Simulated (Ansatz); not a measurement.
# GeBW in the AlB2 type: lattice stability ahead of a resistivity run

The plan: relax GeBW in the AlB2 type, check its phonons, and, if the lattice is stable, compute its Eliashberg function and ρ(T).

Program: Ansatz 0.2.0. Level of theory: DFT PBE, scalar-relativistic, plane waves, PAW; PAW set soft_1. Results are calculated unless marked as measured.

The structure was built from a prototype and need not be the compound's stable phase.

## Step 1: Starting point

The structure is hexagonal, space group P-6m2 (No. 187). The conventional cell has a = 3.682 Å, b = 3.682 Å, c = 3.866 Å, α = 90.00°, β = 90.00°, γ = 120.00°. Nearest to W lie 6 Ge at 2.87 Å and 6 B at 2.87 Å. Nearest to B lie 3 Ge at 2.13 Å and 6 W at 2.87 Å. Nearest to Ge lie 3 B at 2.13 Å and 6 W at 2.87 Å. Farther neighbours are not listed.

## Step 2: Rough relaxation

Large forces or a large pressure at the start call for a first relaxation with loose thresholds.

File input.yaml:

```yaml
crystal:
  lattice:
    - [3.68162, 0.0, 0.0]
    - [-1.84081, 3.18838, 0.0]
    - [0.0, 0.0, 3.8657]
  atoms:
    - { symbol: W, position: [0.0, 0.0, 0.0] }
    - { symbol: B, position: [0.33333333, 0.66666667, 0.5] }
    - { symbol: Ge, position: [0.66666667, 0.33333333, 0.5] }
kpoints:
  mp_grid: { grid: [6, 6, 6] }
hamiltonian:
  xc: pbe
  pseudopotentials: { kind: paw, azcp: { folder: soft_1 } }
scf:
  occupations: { method: gaussian, width: 0.1 }
output:
  forces: true
  stress: true
  eigenvalues: true
relax:
  adjacent_minimum: "off"
  f_tol: 0.05
  max_steps: 80
  cell: { stress_tol: 0.5 }
```

Command:

```
ansatz run input.yaml --threads 4 --pin off --max-ram 12288MiB --backend cpu --events-out ev --progress --plain --runs-dir out
```

Numbers of over 12 decimals in the logs are rounded to 6 here.

The program printed:

```text
The last accepted step is kept in <dir> (removed where the run ends without a failure and the disk answers)
Engine: ansatz 0.2.0, aarch64-unknown-linux-gnu
Pseudopotentials: kind: paw
Pseudopotential: W, paw, valence charge 14, recommended cutoff 420 eV (normal), soft_1/W.paw.azcp
Pseudopotential: B, paw, valence charge 3, recommended cutoff 420 eV (normal), soft_1/B.paw.azcp
Pseudopotential: Ge, paw, valence charge 14, recommended cutoff 420 eV (normal), soft_1/Ge.paw.azcp
Functional definition: PBE
  parameter kappa = 0.804
  parameter beta = 0.066725
  exchange = pbe_x(kappa = kappa, mu = beta*pi^2/3)
  correlation = pbe_c(beta = beta)
Crystal: 3 atoms, lattice volume = 45.377 Å³
Basis set: ecut = 420 eV, 877 PW (Γ), exchange–correlation on 50×50×54 points (8 copies of the dense FFT grid, shifted against one another)
Bands: 20, of which v1, the nominal top of the filled ones, is band 16 counted from 1 (15 counted from 0)
Symmetry: 12 space group operations
Space group: P-6m2 (ITA 187), of the structure as read, at distance tolerance 3.6e-5 Å
k-points: 28 of 216 (time reversal used)
Non-local potential: W, projectors of the file, l = 0: 3, l = 1: 2, l = 2: 2, l = 3: 1
Non-local potential: B, projectors of the file, l = 0: 2, l = 1: 2, l = 2: 1
Non-local potential: Ge, projectors of the file, l = 0: 2, l = 1: 2, l = 2: 3, l = 3: 1
PAW form: soft (Blöchl's): semilocal exchange-correlation on the pseudo side does not see the compensation charge
PAW one-centre angular grid: W, 590 points (default); XC on 64 Gauss nodes
PAW one-centre angular grid: B, 110 points (default); XC on 64 Gauss nodes
PAW one-centre angular grid: Ge, 590 points (default); XC on 64 Gauss nodes
Initial density: superposition of atomic densities (chi_scale 0.1, normalization cell, long waves kept (reshape's long-wave potential 0.00 eV rms))
Initial wavefunctions: pseudopotential atomic-orbital guess
Functional: x = pbe(κ = 0.804, μ = 0.219515), c = pbe(β = 0.066725)
SCF iter   1: F=—  HF=-14834.177376 eV  |F-HF|=—  |Δ(HF+E_count)|=         —  Δρ=8.95e-2  dr2=8.69e0  ethr=3.10e-3  ⟨swp⟩=5.2  Hψ=2278  notcnv=0
preconditioner: auto → Kerker (q_TF=auto, 2.560 Å⁻¹)  [metal: Δε(μ)=0.047 eV  Ē_g=7.195 eV  σ=0.100 eV  W_gap=0.26  n_scr=20 (ndim 8)  ℏωp=19.9 eV  f_vac=0.000  D(μ)=2.24/eV (n_scr^D=20)]
SCF iter   2: F=—  HF=-14832.750978 eV  |F-HF|=—  |Δ(HF+E_count)|=    1.43e0  Δρ=2.57e-2  dr2=3.08e-1  ethr=3.10e-3  ⟨swp⟩=3.1  Hψ=1198  notcnv=0  defer=3
SCF iter   3: F=—  HF=-14832.691124 eV  |F-HF|=—  |Δ(HF+E_count)|=   5.99e-2  Δρ=1.27e-2  dr2=4.18e-2  ethr=9.93e-4  ⟨swp⟩=2.0  Hψ=810  notcnv=0  defer=3
SCF iter   4: F=—  HF=-14832.684801 eV  |F-HF|=—  |Δ(HF+E_count)|=   6.32e-3  Δρ=2.67e-3  dr2=2.48e-3  ethr=1.35e-4  ⟨swp⟩=2.0  Hψ=984  notcnv=0  defer=3
SCF iter   5: F=—  HF=-14832.682733 eV  |F-HF|=—  |Δ(HF+E_count)|=   2.07e-3  Δρ=9.52e-4  dr2=3.95e-4  ethr=8.01e-6  ⟨swp⟩=2.2  Hψ=813  notcnv=0  defer=3
SCF iter   6: F=—  HF=-14832.682704 eV  |F-HF|=—  |Δ(HF+E_count)|=   2.88e-5  Δρ=2.31e-4  dr2=1.87e-5  ethr=1.27e-6  ⟨swp⟩=2.0  Hψ=720  notcnv=0  defer=3
SCF iter   7: F=—  HF=-14832.682706 eV  |F-HF|=—  |Δ(HF+E_count)|=   2.19e-6  Δρ=8.71e-5  dr2=3.23e-6  ethr=6.04e-8  ⟨swp⟩=2.4  Hψ=856  notcnv=0  defer=3
SCF iter   8: F=-14832.682706 eV  HF=-14832.682706 eV  |F-HF|=8.72e-8  |Δ(HF+E_count)|=   2.06e-7  Δρ=1.21e-5  dr2=8.70e-8  ethr=3.23e-10  ⟨swp⟩=3.8  Hψ=2298  notcnv=0
SCF 1 converged in 8 iterations: F = -14832.682706 eV  dr2 = 8.70e-8
  greatest PAW one-centre occupation: 0.999 electrons in one spin orbital (limit 2), on the W atom at site 0 (counted from 0), in its partial waves of l = 0
relax step   1: F+E_penalty+E_count = -14832.68270615 eV  Δ(F+E_penalty+E_count) = +0.000e0 eV  max|allowed force component| = 1.419e-16 eV/Å  Δτ_max = 0.0000 Å  P = -21.875 GPa  Ω = 45.377 Å³  (8 SCF iters, dr2 threshold 1.00e-7 eV, accepted)
Crystal: 3 atoms, lattice volume = 40.833 Å³
Basis set: ecut = 420 eV, 787 PW (Γ), exchange–correlation on 50×50×54 points (8 copies of the dense FFT grid, shifted against one another)
Initial density: handed on by an earlier stage of this run
Initial wavefunctions: those handed on with the density
iter 1 solved again at ethr=3.20e-4 eV; its pass at ethr=3.10e-3 eV (dr2=9.91e-2 eV) is discarded
SCF iter   1: F=—  HF=-14833.202342 eV  |F-HF|=—  |Δ(HF+E_count)|=         —  Δρ=1.08e-2  dr2=9.95e-2  ethr=3.20e-4  ⟨swp⟩=1.0  Hψ=3069  notcnv=0
preconditioner: auto → none  [metal: Δε(μ)=0.087 eV  Ē_g=16.127 eV  σ=0.100 eV  W_gap=0.46  n_scr=8 (ndim 8)  ℏωp=27.9 eV  f_vac=0.000  D(μ)=1.46/eV (n_scr^D=8)]
SCF iter   2: F=—  HF=-14833.182940 eV  |F-HF|=—  |Δ(HF+E_count)|=   1.94e-2  Δρ=2.74e-3  dr2=4.74e-3  ethr=3.20e-4  ⟨swp⟩=2.0  Hψ=764  notcnv=0
SCF iter   3: F=—  HF=-14833.182170 eV  |F-HF|=—  |Δ(HF+E_count)|=   7.70e-4  Δρ=6.10e-4  dr2=9.67e-5  ethr=1.53e-5  ⟨swp⟩=2.0  Hψ=709  notcnv=0
SCF iter   4: F=—  HF=-14833.182197 eV  |F-HF|=—  |Δ(HF+E_count)|=   2.67e-5  Δρ=2.53e-4  dr2=9.43e-6  ethr=3.12e-7  ⟨swp⟩=2.0  Hψ=864  notcnv=0
SCF iter   5: F=—  HF=-14833.182205 eV  |F-HF|=—  |Δ(HF+E_count)|=   8.67e-6  Δρ=4.51e-5  dr2=6.64e-7  ethr=3.04e-8  ⟨swp⟩=2.7  Hψ=912  notcnv=0
SCF iter   6: F=-14833.182205 eV  HF=-14833.182205 eV  |F-HF|=6.41e-9  |Δ(HF+E_count)|=   7.71e-9  Δρ=8.28e-6  dr2=1.98e-8  ethr=9.68e-10  ⟨swp⟩=5.0  Hψ=2252  notcnv=0
SCF 2 converged in 6 iterations: F = -14833.182205 eV  dr2 = 1.98e-8
relax step   2: F+E_penalty+E_count = -14833.18220518 eV  Δ(F+E_penalty+E_count) = -4.995e-1 eV  max|allowed force component| = 1.449e-16 eV/Å  Δτ_max = 0.0000 Å  P = -10.427 GPa  Ω = 40.833 Å³  energy of the carried Pulay correction = +2.596e-3 eV  (6 SCF iters, dr2 threshold 3.00e-7 eV, accepted)
Crystal: 3 atoms, lattice volume = 37.988 Å³
Basis set: ecut = 420 eV, 737 PW (Γ), exchange–correlation on 50×50×54 points (8 copies of the dense FFT grid, shifted against one another)
iter 1 solved again at ethr=9.66e-5 eV; its pass at ethr=3.10e-3 eV (dr2=3.00e-2 eV) is discarded
SCF iter   1: F=—  HF=-14833.337700 eV  |F-HF|=—  |Δ(HF+E_count)|=         —  Δρ=7.20e-3  dr2=2.99e-2  ethr=9.66e-5  ⟨swp⟩=1.0  Hψ=3093  notcnv=0
preconditioner: auto → none  [metal: Δε(μ)=0.085 eV  Ē_g=16.542 eV  σ=0.100 eV  W_gap=0.45  n_scr=8 (ndim 8)  ℏωp=28.9 eV  f_vac=0.000  D(μ)=1.12/eV (n_scr^D=8)]
SCF iter   2: F=—  HF=-14833.331873 eV  |F-HF|=—  |Δ(HF+E_count)|=   5.83e-3  Δρ=2.53e-3  dr2=2.20e-3  ethr=9.64e-5  ⟨swp⟩=2.0  Hψ=643  notcnv=0
SCF iter   3: F=—  HF=-14833.331593 eV  |F-HF|=—  |Δ(HF+E_count)|=   2.80e-4  Δρ=5.47e-4  dr2=6.23e-5  ethr=7.10e-6  ⟨swp⟩=2.2  Hψ=732  notcnv=0
[...]
relax step   7: F+E_penalty+E_count = -14833.41399154 eV  Δ(F+E_penalty+E_count) = -3.650e-2 eV  max|allowed force component| = 9.406e-17 eV/Å  Δτ_max = 0.0000 Å  P = -0.864 GPa  Ω = 38.039 Å³  energy of the carried Pulay correction = +4.089e-3 eV  (6 SCF iters, dr2 threshold 3.00e-7 eV, accepted)
relax step   8: F+E_penalty+E_count = -14833.49737831 eV  Δ(F+E_penalty+E_count) = -8.339e-2 eV  max|allowed force component| = 9.946e-17 eV/Å  Δτ_max = 0.0000 Å  P = +1.971 GPa  Ω = 37.448 Å³  energy of the carried Pulay correction = +4.366e-3 eV  (6 SCF iters, dr2 threshold 3.00e-7 eV, accepted)
relax step   9: F+E_penalty+E_count = -14833.53354632 eV  Δ(F+E_penalty+E_count) = -3.617e-2 eV  max|allowed force component| = 6.958e-17 eV/Å  Δτ_max = 0.0000 Å  P = +1.552 GPa  Ω = 37.616 Å³  energy of the carried Pulay correction = +4.195e-3 eV  (6 SCF iters, dr2 threshold 3.00e-7 eV, accepted)
relax step  10: F+E_penalty+E_count = -14833.66601319 eV  Δ(F+E_penalty+E_count) = -1.325e-1 eV  max|allowed force component| = 2.236e-16 eV/Å  Δτ_max = 0.0000 Å  P = +3.595 GPa  Ω = 37.360 Å³  energy of the carried Pulay correction = +4.241e-3 eV  (6 SCF iters, dr2 threshold 3.00e-7 eV, accepted)
relax step  11: F+E_penalty+E_count = -14833.65897785 eV  Δ(F+E_penalty+E_count) = +7.035e-3 eV  max|allowed force component| = 1.943e-16 eV/Å  Δτ_max = 0.0000 Å  P = +9.265 GPa  Ω = 36.951 Å³  energy of the carried Pulay correction = +4.392e-3 eV  (6 SCF iters, dr2 threshold 3.00e-7 eV, rejected (line search))
relax step  12: F+E_penalty+E_count = -14833.73498331 eV  Δ(F+E_penalty+E_count) = -6.897e-2 eV  max|allowed force component| = 1.280e-16 eV/Å  Δτ_max = 0.0000 Å  P = +0.246 GPa  Ω = 38.097 Å³  energy of the carried Pulay correction = +3.693e-3 eV  (7 SCF iters, accepted)
relax step  13: F+E_penalty+E_count = -14833.74022959 eV  Δ(F+E_penalty+E_count) = -5.246e-3 eV  max|allowed force component| = 1.295e-16 eV/Å  Δτ_max = 0.0000 Å  P = +0.197 GPa  Ω = 38.187 Å³  energy of the carried Pulay correction = +3.616e-3 eV  (6 SCF iters, dr2 threshold 3.00e-7 eV, accepted)
relax step  14: F+E_penalty+E_count = -14833.74750589 eV  Δ(F+E_penalty+E_count) = -7.276e-3 eV  max|allowed force component| = 1.342e-16 eV/Å  Δτ_max = 0.0000 Å  P = +0.347 GPa  Ω = 38.187 Å³  stress off target by 7.53e-1 GPa  SCF on the basis re-selected at this cell (its energy is not comparable with the rows above)  (6 SCF iters)
relax step  15: F+E_penalty+E_count = -14833.74797855 eV  Δ(F+E_penalty+E_count) = -4.727e-4 eV  max|allowed force component| = 9.406e-17 eV/Å  Δτ_max = 0.0000 Å  P = +0.065 GPa  Ω = 38.273 Å³  energy of the carried Pulay correction = -5.127e-5 eV  (6 SCF iters, dr2 threshold 3.00e-7 eV, accepted)
iter 1 solved again at ethr=1.62e-8 eV; its pass at ethr=3.10e-3 eV (dr2=5.01e-6 eV) is discarded
SCF iter   1: F=—  HF=-14833.748010 eV  |F-HF|=—  |Δ(HF+E_count)|=         —  Δρ=3.92e-5  dr2=1.65e-8  ethr=1.62e-8  ⟨swp⟩=3.2  Hψ=3829  notcnv=0
preconditioner: auto → none  [insulator: Δε(μ)=0.150 eV  Ē_g=16.359 eV  σ=0.100 eV  W_gap=0.61  n_scr=8 (ndim 8)  ℏωp=28.8 eV  f_vac=0.000  D(μ)=1.70/eV (n_scr^D=8)  ε∞_Penn≈4.1]
SCF iter   2: F=—  HF=-14833.748034 eV  |F-HF|=—  |Δ(HF+E_count)|=   2.36e-5  Δρ=1.96e-5  dr2=4.08e-9  ethr=5.32e-11  ⟨swp⟩=2.1  Hψ=922  notcnv=0
iter 3 did not close the SCF: its close was put off for the readings that it lacked (scf_convergence_deferred on its scf_iter line)
SCF iter   3: F=-14833.748034 eV  HF=-14833.748034 eV  |F-HF|=3.71e-10  |Δ(HF+E_count)|=   2.70e-7  Δρ=1.03e-6  dr2=1.24e-10  ethr=1.32e-11  ⟨swp⟩=2.1  Hψ=883  notcnv=0
iter 4 did not close the SCF: its close was put off for the readings that it lacked (scf_convergence_deferred on its scf_iter line)
SCF iter   4: F=-14833.748034 eV  HF=-14833.748034 eV  |F-HF|=3.64e-12  |Δ(HF+E_count)|=  4.95e-10  Δρ=1.43e-7  dr2=6.56e-12  ethr=1.00e-12  ⟨swp⟩=2.0  Hψ=812  notcnv=0
iter 5 did not close the SCF: its close was put off for the readings that it lacked (scf_convergence_deferred on its scf_iter line)
SCF iter   5: F=-14833.748034 eV  HF=-14833.748034 eV  |F-HF|=1.09e-11  |Δ(HF+E_count)|=  7.28e-12  Δρ=6.67e-8  dr2=6.34e-13  ethr=1.00e-12  ⟨swp⟩=1.0  Hψ=560  notcnv=0
iter 6 did not close the SCF: its close was put off for the readings that it lacked (scf_convergence_deferred on its scf_iter line)
SCF iter   6: F=-14833.748034 eV  HF=-14833.748034 eV  |F-HF|=3.64e-12  |Δ(HF+E_count)|=  3.64e-12  Δρ=8.52e-9  dr2=1.39e-14  ethr=1.00e-12  ⟨swp⟩=1.0  Hψ=560  notcnv=0
SCF iter   7: F=-14833.748034 eV  HF=-14833.748034 eV  |F-HF|=7.28e-12  |Δ(HF+E_count)|=  5.46e-12  Δρ=1.86e-9  dr2=1.25e-15  ethr=1.00e-12  ⟨swp⟩=1.0  Hψ=1232  notcnv=0
SCF 16 converged in 7 iterations: F = -14833.748034 eV  dr2 = 1.25e-15
relax step  16: F+E_penalty+E_count = -14833.74803413 eV  Δ(F+E_penalty+E_count) = -5.558e-5 eV  max|allowed force component| = 7.401e-17 eV/Å  Δτ_max = 0.0000 Å  P = +0.066 GPa  Ω = 38.273 Å³  stress off target by 3.40e-1 GPa  SCF on the basis re-selected at this cell (its energy is not comparable with the rows above)  (7 SCF iters)
basis re-selected at this cell: Δ(F+E_penalty+E_count) = -5.558e-5 eV, ΔP = +0.001 GPa vs the last step (what re-selecting the basis moved, of the pressure what is left beyond the Pulay correction that the steps carried, after the strain that the cell walked since its last selection, with what the two solves' SCF thresholds leave and, on support functions, any second-order correction that the steps lacked; it is no m [...]
SCF converged after 7 iterations
Free energy (F): -14833.748034 eV
Harris-Foulkes:  -14833.748034 eV  (|F-HF|=7.28e-12)
Internal energy: -14833.739557 eV  (E = F + TS)
E sigma→0 (E₀):  -14833.743795 eV
Entropy (-TS):   -0.008477 eV (-2.826 meV/atom)
Fermi energy:    17.360526 eV
--- Per-component energies (eV) ---
  E_band       = -159.354867
  E_kinetic    = 561.387597
  E_local      = -2577.534362  (includes V_loc(G=0)·N_el)
  E_nonlocal   = 203.977911
  E_hartree    = 1223.186498
  E_xc         = -371.295299
  E_vxc        = -334.246814  (∫ρ·V_xc dr)
  E_paw        = -10671.051279  (= ΣΔE_a)
  E_vpaw       = -459.312360  (= ΣTr[D̂ρ^β])
  E_aug_tail   = 0.000165  (compensation charges beyond the density's cutoff)
  E_ewald      = -3202.410787
  E_smearing   = -0.008477  (= −TS)
  E_closure    = 0.000000  (closes the sum)
  Σ components = -14833.748034   (vs F -14833.748034, Δ=0.00e0)
--- Forces (eV/Å), atoms counted from 1 ---
  atom   1  W     -0.00000000    -0.00000000     0.00000000
  atom   2  B      0.00000000     0.00000000    -0.00000000
  atom   3  Ge     0.00000000    -0.00000000    -0.00000000
  max |Σ_I F_I| component: 9.25e-18 eV/Å
--- Stress (GPa, compression-positive) ---
       -0.070650      -0.000000      -0.000000
       -0.000000      -0.070650      -0.000000
       -0.000000      -0.000000       0.340041
  P = ⅓ Tr σ = 0.0662 GPa (0.662 kbar)
--- Band table (eV; the first three rows and the last of 28) ---
  k-point 0: bands = [... 12 lower, 12.6972, 13.4718, 17.5186, 17.5186, 19.6712, 19.6712, 21.4773, 22.1129]
  k-point 1: bands = [... 12 lower, 13.7130, 14.0773, 15.7639, 15.7639, 18.7130, 20.7892, 20.7892, 21.9694]
  k-point 2: bands = [... 12 lower, 13.5645, 13.8369, 13.8369, 15.2820, 18.9802, 18.9802, 19.8438, 21.0389]
  k-point 27: bands = [... 12 lower, 13.1589, 13.6722, 16.6077, 17.5711, 17.6861, 18.6909, 19.1466, 22.2324]
--- Relaxed structure (14 steps of the walk, 13 accepted, 2 SCFs on fresh bases) ---
  F+E_penalty+E_count = -14833.74803413 eV   max|allowed force component| = 7.401e-17 eV/Å   (the final SCF, on the basis selected at the relaxed cell)
  cell:  # Å, volume = 38.2733 Å³
    - [4.105853, 0, 0.0]
    - [-2.052927, 3.555773, 0.0]
    - [0.0, 0.0, 2.621550]
  atoms:
    - { symbol: W, position: [0, 0, 0.0] }
    - { symbol: B, position: [0.333333, 0.666667, 0.5] }
    - { symbol: Ge, position: [0.666667, 0.333333, 0.5] }
```

Run time: 16 s. Hardware: 4 threads of Arm Neoverse V1, shared host; peak memory 0.38 GiB; 55 s of CPU time.

Relaxation path:

| step | energy less that of the first step (eV) | largest force component (eV/Å) | pressure (GPa) | volume (Å³) |
| --- | --- | --- | --- | --- |
| 1 | 0.0000 | 0.0000 | -21.87 | 45.38 |
| 2 | -0.4995 | 0.0000 | -10.43 | 40.83 |
| 3 | -0.6489 | 0.0000 | 1.20 | 37.99 |
| 4 | -0.6815 | 0.0000 | 3.20 | 37.47 |
| 5 | -0.6928 | 0.0000 | 0.26 | 37.96 |
| 6 | -0.6948 | 0.0000 | 0.15 | 37.98 |
| 7 | -0.7313 | 0.0000 | -0.86 | 38.04 |
| 8 | -0.8147 | 0.0000 | 1.97 | 37.45 |
| 9 | -0.8508 | 0.0000 | 1.55 | 37.62 |
| 10 | -0.9833 | 0.0000 | 3.60 | 37.36 |
| 11 | -0.9763 | 0.0000 | 9.26 | 36.95 |
| 12 | -1.0523 | 0.0000 | 0.25 | 38.10 |
| 13 | -1.0575 | 0.0000 | 0.20 | 38.19 |
| 14* | -1.0648 | 0.0000 | 0.35 | 38.19 |
| 15 | -1.0653 | 0.0000 | 0.07 | 38.27 |
| 16* | -1.0653 | 0.0000 | 0.07 | 38.27 |

Relaxation steps marked * repeat the geometry before them on a plane-wave basis chosen anew for their cell, so energy and pressure can jump there. Relaxation step 11 was tried and not accepted.

The run keeps the 12 symmetry operations that it works with, so distortions that break them were not tested.

| cell as run | before | after | change |
| --- | --- | --- | --- |
| a (Å) | 3.682 | 4.106 | +11.5 % |
| b (Å) | 3.682 | 4.106 | +11.5 % |
| c (Å) | 3.866 | 2.622 | -32.2 % |
| volume (Å³/atom) | 15.13 | 12.76 | -15.7 % |

Final coordinates:

```cif
data_structure
_symmetry_space_group_name_H-M 'P 1'
_symmetry_Int_Tables_number 1
_cell_length_a 4.1059
_cell_length_b 4.1059
_cell_length_c 2.6215
_cell_angle_alpha 90.000
_cell_angle_beta 90.000
_cell_angle_gamma 120.000
_cell_volume 38.27
loop_
_atom_site_label
_atom_site_type_symbol
_atom_site_fract_x
_atom_site_fract_y
_atom_site_fract_z
_atom_site_occupancy
W1 W 0.00000 0.00000 0.00000 1
B2 B 0.33333 0.66667 0.50000 1
Ge3 Ge 0.66667 0.33333 0.50000 1
```

Numbers from this step:

```yaml
pressure: 0.06625 GPa
volume_per_atom: 12.76 Å³/atom
metallic_on_mesh: yes
gap_on_the_k_mesh: 0 eV
```

The largest force is now zero by symmetry and the largest stress component 0.34 GPa.

## Step 3: Relaxing cell and atoms

The structure is brought to rest under this functional.

input.yaml, the sections that differ from step 2:

```yaml
crystal:
  lattice:
    - [4.1058533843, 0.0, 0.0]
    - [-2.0529266922, 3.555773335, 0.0]
    - [0.0, 0.0, 2.62154988]
  atoms:
    - { symbol: W, position: [0.0, 0.0, 0.0] }
    - { symbol: B, position: [0.3333333333, 0.6666666667, 0.5] }
    - { symbol: Ge, position: [0.6666666667, 0.3333333333, 0.5] }
kpoints:
  mp_grid: { grid: [9, 9, 12] }
relax:
  adjacent_minimum: "off"
  f_tol: 0.005
  max_steps: 80
  cell: { stress_tol: 0.05 }
# hamiltonian, scf, output: as in step 2
```

The program printed:

```text
[the first part of the log is left out]
  E_vxc        = -334.031226  (∫ρ·V_xc dr)
  E_paw        = -10670.871668  (= ΣΔE_a)
  E_vpaw       = -459.032518  (= ΣTr[D̂ρ^β])
  E_aug_tail   = 0.000164  (compensation charges beyond the density's cutoff)
  E_ewald      = -3193.568222
  E_smearing   = -0.006179  (= −TS)
  E_closure    = -0.000000  (closes the sum)
  Σ components = -14833.770357   (vs F -14833.770357, Δ=0.00e0)
[...]
--- Stress (GPa, compression-positive) ---
        0.005940      -0.000000       0.000000
        0.000000       0.005940      -0.000000
        0.000000      -0.000000      -0.003331
  P = ⅓ Tr σ = 0.0028 GPa (0.028 kbar)
--- Band table (eV; the first three rows and the last of 84) ---
[...]
--- Relaxed structure (4 steps of the walk, 4 accepted, 1 SCFs on fresh bases) ---
[...]
cell:  # Å, volume = 38.5303 Å³
    - [4.126436, 2.901209923807003e-11, 0]
    - [-2.063218, 3.573598, -1.1257475999253436e-19]
    - [0, 0, 2.612894]
  atoms:
    - { symbol: W, position: [0, 0, 0] }
    - { symbol: B, position: [0.333333, 0.666667, 0.500000] }
    - { symbol: Ge, position: [0.666667, 0.333333, 0.500000] }
```

The job ended after 10 s (4 threads; peak memory 0.43 GiB; 39 s of CPU time).

Step by step:

| step | energy less that of the first step (eV) | largest force component (eV/Å) | pressure (GPa) | volume (Å³) |
| --- | --- | --- | --- | --- |
| 1 | 0.0000 | 0.0000 | 1.03 | 38.27 |
| 2 | -0.0020 | 0.0000 | -0.22 | 38.57 |
| 3 | -0.0021 | 0.0000 | 0.11 | 38.51 |
| 4 | -0.0021 | 0.0000 | 0.00 | 38.53 |
| 5 | -0.0022 | 0.0000 | 0.00 | 38.53 |

The log counts 1 steps on a newly chosen plane-wave basis, not all of them marked here; energy and pressure can jump at such steps.

| conventional cell, symmetrised | before | after | change |
| --- | --- | --- | --- |
| a (Å) | 4.106 | 4.126 | +0.5 % |
| b (Å) | 4.106 | 4.126 | +0.5 % |
| c (Å) | 2.622 | 2.613 | -0.3 % |
| volume (Å³/atom) | 12.76 | 12.84 | +0.7 % |

The relaxed structure:

```
W B Ge
1.0
     4.12644    0.00000    0.00000
    -2.06322    3.57360    0.00000
     0.00000    0.00000    2.61289
W B Ge
1 1 1
Direct
  0.00000 0.00000 0.00000
  0.33333 0.66667 0.50000
  0.66667 0.33333 0.50000
```

This step gave:

```
pressure        : 0.002850 GPa
volume per atom : 12.84 Å³/atom
```

The largest force is now zero by symmetry and the largest stress component 0.0059 GPa.

[end of part 1 of 3]

[Logs are printed without paths, hosts, clocks, repeated set-up lines and the standing remarks that a program may print on its own settings, such as how far it seeks lower states.]

[Hosts, paths, dates, database ids (printed as entryN), source tags and the programs' standing remarks are cut or masked in the printed files.]
